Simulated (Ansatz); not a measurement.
# Y2Ti2S2O5 (I4/mmm): a many-body input that goes wrong, and its mend

A first try at the G0W0 gap of Y2Ti2S2O5 (I4/mmm), what the program said, and an input that works.

Program: Ansatz 0.2.0. Level of theory: G0W0 on r2SCAN, plane waves, PAW; PAW set soft_1. Results are calculated unless marked as measured.

## (1) The structure

It takes space group I4/mmm (No. 139, tetragonal). The conventional cell has a = 3.796 Å, b = 3.796 Å, c = 23.091 Å, α = 90.00°, β = 90.00°, γ = 90.00°. Nearest to Y lie 4 O at 2.46 Å and 5 S at 2.83 to 2.96 Å. Nearest to Ti lie 5 O at 1.81 to 1.96 Å and 1 S at 2.93 Å. Nearest to S lie 5 Y at 2.83 to 2.96 Å and 1 Ti at 2.93 Å. O has 2 Ti at 1.81 Å nearest. Nearest to O lie 2 Ti at 1.96 Å and 2 Y at 2.46 Å. Farther neighbours and most contacts between anions are not listed.

The cell and positions are those that the Materials Project relaxed with its own functionals (PBE, PBE+U or r2SCAN), kept fixed.

## (2) First try

Contents of input.yaml:

```yaml
crystal:
  lattice:
    - [-1.898002, 1.898002, 11.54533]
    - [1.898002, -1.898002, 11.54533]
    - [1.898002, 1.898002, -11.54533]
  atoms:
    - { symbol: "Y", position: [0.666698, 0.666698, 0.0] }
    - { symbol: "Y", position: [0.333302, 0.333302, 0.0] }
    - { symbol: Ti, position: [0.921493, 0.921493, 0.0] }
    - { symbol: Ti, position: [0.078507, 0.078507, 0.0] }
    - { symbol: S, position: [0.794752, 0.794752, 0.0] }
    - { symbol: S, position: [0.205248, 0.205248, 0.0] }
    - { symbol: O, position: [0.0, 0.0, 0.0] }
    - { symbol: O, position: [0.900805, 0.400805, 0.5] }
    - { symbol: O, position: [0.599195, 0.099195, 0.5] }
    - { symbol: O, position: [0.400805, 0.900805, 0.5] }
    - { symbol: O, position: [0.099195, 0.599195, 0.5] }
kpoints:
  mp_grid: { grid: [4, 4, 4] }
hamiltonian:
  xc: r2scan
  pseudopotentials: { kind: paw, azcp: { folder: soft_1 } }
scf:
  occupations: { method: fixed }
gw:
  n_empty_bands: 270
  ecut_chi: 10
  qp_bands: [v3, c3]
  qp_kpoints: band_edges
  screening: { model: contour_deformation }
```

Started as:

```
$ ansatz run input.yaml --threads 3 --pin off --max-ram 92160MiB --backend cuda --events-out ev --progress --plain --runs-dir out --devices 1 --max-vram 13GiB
```

Numbers of over 12 decimals in the logs are rounded to 6 here.

The log of the run:

```text
GPUs: using 1 of 1 available (devices: 1).
Engine: ansatz 0.2.0, x86_64-unknown-linux-gnu
Pseudopotentials: kind: paw
Pseudopotential: Y, paw, valence charge 11, recommended cutoff 500 eV (meta_gga), soft_1/Y.paw.azcp
Pseudopotential: Ti, paw, valence charge 12, recommended cutoff 500 eV (meta_gga), soft_1/Ti.paw.azcp
Pseudopotential: S, paw, valence charge 6, recommended cutoff 500 eV (meta_gga), soft_1/S.paw.azcp
Pseudopotential: O, paw, valence charge 6, recommended cutoff 500 eV (meta_gga), soft_1/O.paw.azcp
Functional definition: r2SCAN
  parameter k0 = 0.174
  parameter k1 = 0.065
  parameter a1 = 4.9479
  exchange = r2scan_x(k0 = k0, k1 = k1, a1 = a1)
  correlation = r2scan_c
device memory: the entry about to start is reckoned to put 4.6 GiB on a device that reports 51.3 GiB free (of which the cap on the GPU budget leaves the run 13.0 GiB)
GPU FFT provider: cuFFT
GPU libraries: cuBLAS 13.8.2, cuFFT 12.4.0, cuSOLVER 12.3.4
Crystal: 11 atoms, lattice volume = 166.364 Å³
Basis set: ecut = 500 eV, 4231 PW (Γ), exchange–correlation on 360×360×360 points (64 copies of the dense FFT grid, shifted against one another)
Bands: 55, of which v1, the nominal top of the filled ones, is band 44 counted from 1 (43 counted from 0)
Symmetry: 16 space group operations
Space group: I4/mmm (ITA 139), of the structure as read, at distance tolerance 5.5e-5 Å
k-points: 13 of 64
Non-local potential: Y, projectors of the file, l = 0: 3, l = 1: 2, l = 2: 2, l = 3: 1
Non-local potential: Ti, projectors of the file, l = 0: 3, l = 1: 2, l = 2: 3, l = 3: 1
Non-local potential: S, projectors of the file, l = 0: 2, l = 1: 2, l = 2: 1
Non-local potential: O, projectors of the file, l = 0: 2, l = 1: 2, l = 2: 1
PAW form: soft (Blöchl's): semilocal exchange-correlation on the pseudo side does not see the compensation charge
PAW frozen core: Y, regenerated for the run's functional (the file was generated under x = pbe(κ = 0.804, μ = 0.219515), c = pbe(β = 0.066725))
PAW frozen core: Ti, regenerated for the run's functional (the file was generated under x = pbe(κ = 0.804, μ = 0.219515), c = pbe(β = 0.066725))
PAW frozen core: S, regenerated for the run's functional (the file was generated under x = pbe(κ = 0.804, μ = 0.219515), c = pbe(β = 0.066725))
PAW frozen core: O, regenerated for the run's functional (the file was generated under x = pbe(κ = 0.804, μ = 0.219515), c = pbe(β = 0.066725))
PAW one-centre angular grid: Y, 590 points (default); XC on 160 Gauss nodes
PAW one-centre angular grid: Ti, 590 points (default); XC on 160 Gauss nodes
PAW one-centre angular grid: S, 302 points (default); XC on 160 Gauss nodes
PAW one-centre angular grid: O, 302 points (default); XC on 160 Gauss nodes
Initial density: superposition of atomic densities (chi_scale 0.1, normalization cell, long waves of neutral atoms (reshape's long-wave potential 2.92 eV rms, cloud 2.95 Å wide))
Initial wavefunctions: pseudopotential atomic-orbital guess
GPU buffer pool allocated for 729000 grid points (all kernels)
GPU transforms: local potential and band sums: pruned to the plane-wave sphere, on 90×90×90
Functional: x = r2scan, c = r2scan; τ floored in thin density (d = 2e-4 eV/Å³)
SCF iter   1: F=—  HF=-17406.010356 eV  |F-HF|=—  |Δ(HF+E_count)|=         —  Δρ=4.90e-2  dr2=1.19e1  dr2_τ=5.29e-1  ethr=3.10e-3  ⟨swp⟩=5.5  Hψ=2454  notcnv=0  defer=97
preconditioner: auto → Resta (q_TF=auto, 2.454 Å⁻¹)  ε∞=4.0  [insulator: Δε(μ)=2.456 eV  Ē_g=13.601 eV  n_scr=44 (ndim 8)  ℏωp=23.7 eV  f_vac=0.046  ε∞_Penn≈4.0]
SCF iter   2: F=—  HF=-17404.922671 eV  |F-HF|=—  |Δ(HF+E_count)|=    1.09e0  Δρ=2.41e-2  dr2=1.68e0  dr2_τ=7.97e-2  ethr=3.10e-3  ⟨swp⟩=3.8  Hψ=1545  notcnv=0  defer=104
SCF iter   3: F=—  HF=-17404.955320 eV  |F-HF|=—  |Δ(HF+E_count)|=   3.26e-2  Δρ=1.07e-2  dr2=2.38e-1  dr2_τ=1.09e-2  ethr=1.91e-3  ⟨swp⟩=2.0  Hψ=1051  notcnv=0  defer=91
[...]
valence top: of the k-points left out ik 6 came nearest to being solved in a further pass, in band 44 (counted from 1, as in the quasiparticle table): it holds the edge there only if its correction is more favourable than any solved in that band by at least 0.701 eV; those differ by 0.109 eV
    conduction bottom: of the k-points left out ik 6 came nearest to being solved in a further pass, in band 45 (counted from 1, as in the quasiparticle table): it holds the edge there only if its correction is more favourable than any solved in that band by at least 0.439 eV; those differ by 0.095 eV
  `?` marks the rows in doubt; gw_qp.tsv's column doubts and the gw_qp event give each row's grounds
    ik  band        ε_KS         Σx   Σc(E_QP)       V_xc       Z   E_QP_lin       E_QP  E_QP is
     0    42      8.1031   -19.2013     2.6988   -16.4526  0.8209     8.0531     8.0531  root
     0    43      8.3820   -18.7939     2.6569   -16.1907  0.8261     8.4357     8.4358  root
     0    44      8.3820   -18.7939     2.6569   -16.1907  0.8261     8.4357     8.4358  root
     0    45      9.5352   -12.6468    -5.0320   -20.6373  0.7942    12.7205    12.4937  root ?
     0    46      9.5589   -12.6754    -5.0553   -20.7017  0.7937    12.7606    12.5300  root ?
     0    47     10.7484   -13.9218    -5.1272   -21.7412  0.7807    13.6692    13.4406  root ?
     1    42      7.2862   -19.3270     2.9094   -16.2981  0.8131     7.1665     7.1667  root
     1    43      7.6490   -18.7516     2.8086   -15.9180  0.8185     7.6240     7.6240  root
     1    44      7.7020   -18.8779     2.6215   -16.2641  0.8188     7.7097     7.7097  root
     1    45     10.0513   -13.7400    -4.9434   -21.6542  0.7932    13.2438    13.0221  root ?
     1    46     10.2617   -13.6697    -5.0250   -21.5492  0.7888    13.3448    13.1161  root ?
     1    47     10.6697   -13.7931    -5.3942   -22.0060  0.7775    13.7413    13.4883  root ?
     3    42      7.5515   -19.2822     2.8241   -16.3619  0.8168     7.4551     7.4553  root
     3    43      7.7012   -18.5226     2.7092   -15.8605  0.8193     7.7482     7.7482  root
     3    44      8.1139   -18.8528     2.5567   -16.3715  0.8222     8.1893     8.1893  root
     3    45     10.1214   -13.6175    -4.8999   -21.3961  0.7928    13.2175    13.0001  root ?
     3    46     10.2905   -13.5891    -5.2167   -21.6342  0.7830    13.3598    13.1189  root ?
     3    47     10.3085   -13.6056    -5.2271   -21.6694  0.7828    13.3873    13.1451  root ?
     8    42      8.0611   -19.0795     2.6974   -16.3202  0.8201     7.9993     7.9993  root
     8    43      8.3819   -18.7877     2.6564   -16.1859  0.8261     8.4364     8.4365  root
     8    44      8.3819   -18.7877     2.6564   -16.1859  0.8261     8.4364     8.4365  root
     8    45      9.5358   -12.6486    -5.0344   -20.6425  0.7941    12.7224    12.4954  root ?
     8    46      9.5583   -12.6735    -5.0527   -20.6963  0.7938    12.7586    12.5283  root ?
     8    47     10.7508   -13.9169    -5.1327   -21.7468  0.7806    13.6765    13.4481  root ?
     9    42      7.5336   -19.1067     2.8119   -16.2187  0.8166     7.4574     7.4574  root
     9    43      7.7000   -18.4972     2.7060   -15.8426  0.8193     7.7513     7.7513  root
     9    44      8.0533   -18.8594     2.5645   -16.3756  0.8208     8.1340     8.1341  root
     9    45     10.1073   -13.6138    -4.9201   -21.4301  0.7929    13.2227    13.0035  root ?
     9    46     10.2837   -13.5781    -5.1970   -21.5898  0.7834    13.3382    13.0984  root ?
     9    47     10.3155   -13.6131    -5.2514   -21.7151  0.7823    13.4112    13.1661  root ?
    11    42      7.2664   -19.0111     2.8784   -16.0485  0.8130     7.1822     7.1823  root
    11    43      7.6090   -19.1310     2.6460   -16.5234  0.8163     7.6474     7.6474  root
    11    44      7.6470   -18.7082     2.8139   -15.8656  0.8186     7.6183     7.6183  root
    11    45     10.0559   -13.7307    -4.9495   -21.6536  0.7930    13.2512    13.0292  root ?
    11    46     10.2434   -13.6757    -5.0120   -21.5321  0.7894    13.3163    13.0879  root ?
    11    47     10.6456   -13.6555    -5.3878   -21.8600  0.7782    13.7164    13.4623  root ?
    12    42      8.0184   -18.9516     2.6971   -16.1801  0.8194     7.9439     7.9440  root
    12    43      8.3818   -18.7815     2.6558   -16.1811  0.8261     8.4371     8.4372  root
    12    44      8.3818   -18.7815     2.6558   -16.1811  0.8261     8.4371     8.4372  root
    12    45      9.5365   -12.6505    -5.0372   -20.6483  0.7941    12.7246    12.4972  root ?
    12    46      9.5576   -12.6715    -5.0499   -20.6903  0.7938    12.7564    12.5264  root ?
    12    47     10.7533   -13.9120    -5.1383   -21.7523  0.7805    13.6837    13.4553  root ?
[key lines of the parts left out:]
SCF converged after 11 iterations
Free energy (F): -17404.969774 eV
Fermi energy:    8.382042 eV
```

The job ended after 43 s (1 × NVIDIA H100 80GB HBM3 (shared by 6 runs) with 3 threads of AMD EPYC 7R13 (Zen 3), shared host; peak memory 3.5 GiB; 68 s of CPU time).

Q: What is the fault?

The run ended normally, though the input holds a fault or crude settings.

The fault: screening cutoff of 10 eV. Nearly all local fields and short-range correlation are left out.

It printed a gap of 4.06 eV, which is an artefact of the settings.

## (3) A better input

Now the one-shot GW correction: screening in the RPA, then the self-energy of the levels asked for. This step takes PAW set soft_1 files.

input.yaml: that of step 2 with these lines changed.

```diff
@@ -18,3 +18,3 @@
 kpoints:
-  mp_grid: { grid: [4, 4, 4] }
+  mp_grid: { grid: [6, 6, 6] }
 hamiltonian:
@@ -25,4 +25,4 @@
 gw:
-  n_empty_bands: 270
-  ecut_chi: 10
+  n_empty_bands: 355
+  ecut_chi: 96
   qp_bands: [v3, c3]
```

The log of the run:

```text
GPUs: using 1 of 1 available (devices: 1).
[...]
GPU FFT provider: cuFFT
GPU libraries: cuBLAS 13.8.2, cuFFT 12.4.0, cuSOLVER 12.3.4
Crystal: 11 atoms, lattice volume = 166.364 Å³
Basis set: ecut = 500 eV, 4231 PW (Γ), exchange–correlation on 360×360×360 points (64 copies of the dense FFT grid, shifted against one another)
Bands: 55, of which v1, the nominal top of the filled ones, is band 44 counted from 1 (43 counted from 0)
[... 1 set-up line as in the run before ...]
[...]
k-points: 30 of 216
[...]
GPU buffer pool allocated for 729000 grid points (all kernels)
[...]
SCF iter   1: F=—  HF=-17406.018365 eV  |F-HF|=—  |Δ(HF+E_count)|=         —  Δρ=4.90e-2  dr2=1.19e1  dr2_τ=5.29e-1  ethr=3.10e-3  ⟨swp⟩=5.4  Hψ=5658  notcnv=0  defer=231
[...]
0    42      8.1002   -19.2194     2.4240   -16.4540  0.7670     7.7571     7.7588  root
     0    43      8.3786   -18.7301     2.1534   -16.1908  0.7773     7.9908     7.9927  root
     0    44      8.3786   -18.7301     2.1534   -16.1908  0.7773     7.9908     7.9927  root
     0    45      9.5379   -12.6887    -6.7179   -20.6364  0.7312    10.7996    10.7677  root
     0    46      9.5617   -12.7158    -6.7504   -20.7008  0.7304    10.8287    10.7963  root
     0    47     10.7513   -13.9104    -6.5804   -21.7404  0.7123    12.0463    12.0009  root
     1    42      7.3858   -18.5940     2.4235   -15.7972  0.7655     7.0102     7.0125  root
     1    43      7.9210   -18.5305     2.2165   -15.9140  0.7737     7.5188     7.5210  root
[...]
29    44      8.3783   -18.7180     2.1500   -16.1812  0.7773     7.9897     7.9916  root
    29    45      9.5393   -12.6917    -6.7250   -20.6474  0.7310    10.8020    10.7700  root
    29    46      9.5604   -12.7126    -6.7431   -20.6894  0.7305    10.8262    10.7940  root
    29    47     10.7563   -13.9004    -6.6009   -21.7516  0.7120    12.0523    12.0066  root
[key lines of the parts left out:]
SCF converged after 10 iterations
Free energy (F): -17404.981780 eV
Fermi energy:    8.378582 eV
```

Elapsed: 7.3 min, on 1 × NVIDIA H100 80GB HBM3 (shared by 6 runs) with 3 threads; peak memory 4.9 GiB; 14 min of CPU time.

Numbers from this step:

```yaml
bands_summed: 399
rpa_eps_infinity_on_this_mesh_eigenvalues: 5.708, 5.708, 5.791
plane_waves_in_the_screening_matrix: 343
q_points_in_the_mesh: 216
g0w0_gap_on_the_mesh: 2.775 eV
k_of_the_valence_top: 0, 0, 0
k_of_the_conduction_bottom: 0, 0, 0
starting_gap_on_the_mesh: 1.159 eV
z_at_the_valence_top: 0.7773
z_at_the_conduction_bottom: 0.7312
least_direct_g0w0_gap_on_the_computed_points: 2.775 eV
```

The gap on the mesh goes from 1.16 eV to 2.78 eV, a correction of +1.62 eV. Between the two edge states, bare exchange in place of the xc potential would open the gap by 10.49 eV, and correlation takes back 8.87 eV.

## (4) Results

| Property | Result |
| --- | --- |
| first try | converged after 43 s |
| better run | G0W0 gap on the mesh 2.78 eV (6×6×6 mesh, 355 empty bands, screening to 96 eV, PAW set soft_1 files) |

In words: The second run differs in: mesh, empty bands and screening cutoff (eV). Bands and cutoff are finite, so the gap is not at the basis limit. The miss can reach some tenths of an eV and take either sign; the mesh is an error of its own. The many-body steps are scalar-relativistic: spin-orbit coupling is not in them.

[Paths, hosts, dates, memory and timing lines, banners, echoed tables and standing remarks are left out of the program output.]

[Logs are printed without paths, hosts, clocks, repeated set-up lines and the standing remarks that a program may print on its own settings, such as how far it seeks lower states.]

[Runs of the session that timed out or met a known fault of the program may be left out.]

[Cells called generated may have been cut or substituted from an entry of the Crystallography Open Database or the Materials Project.]

[Hosts, paths, dates, database ids (printed as entryN), source tags and the programs' standing remarks are cut or masked in the printed files.]
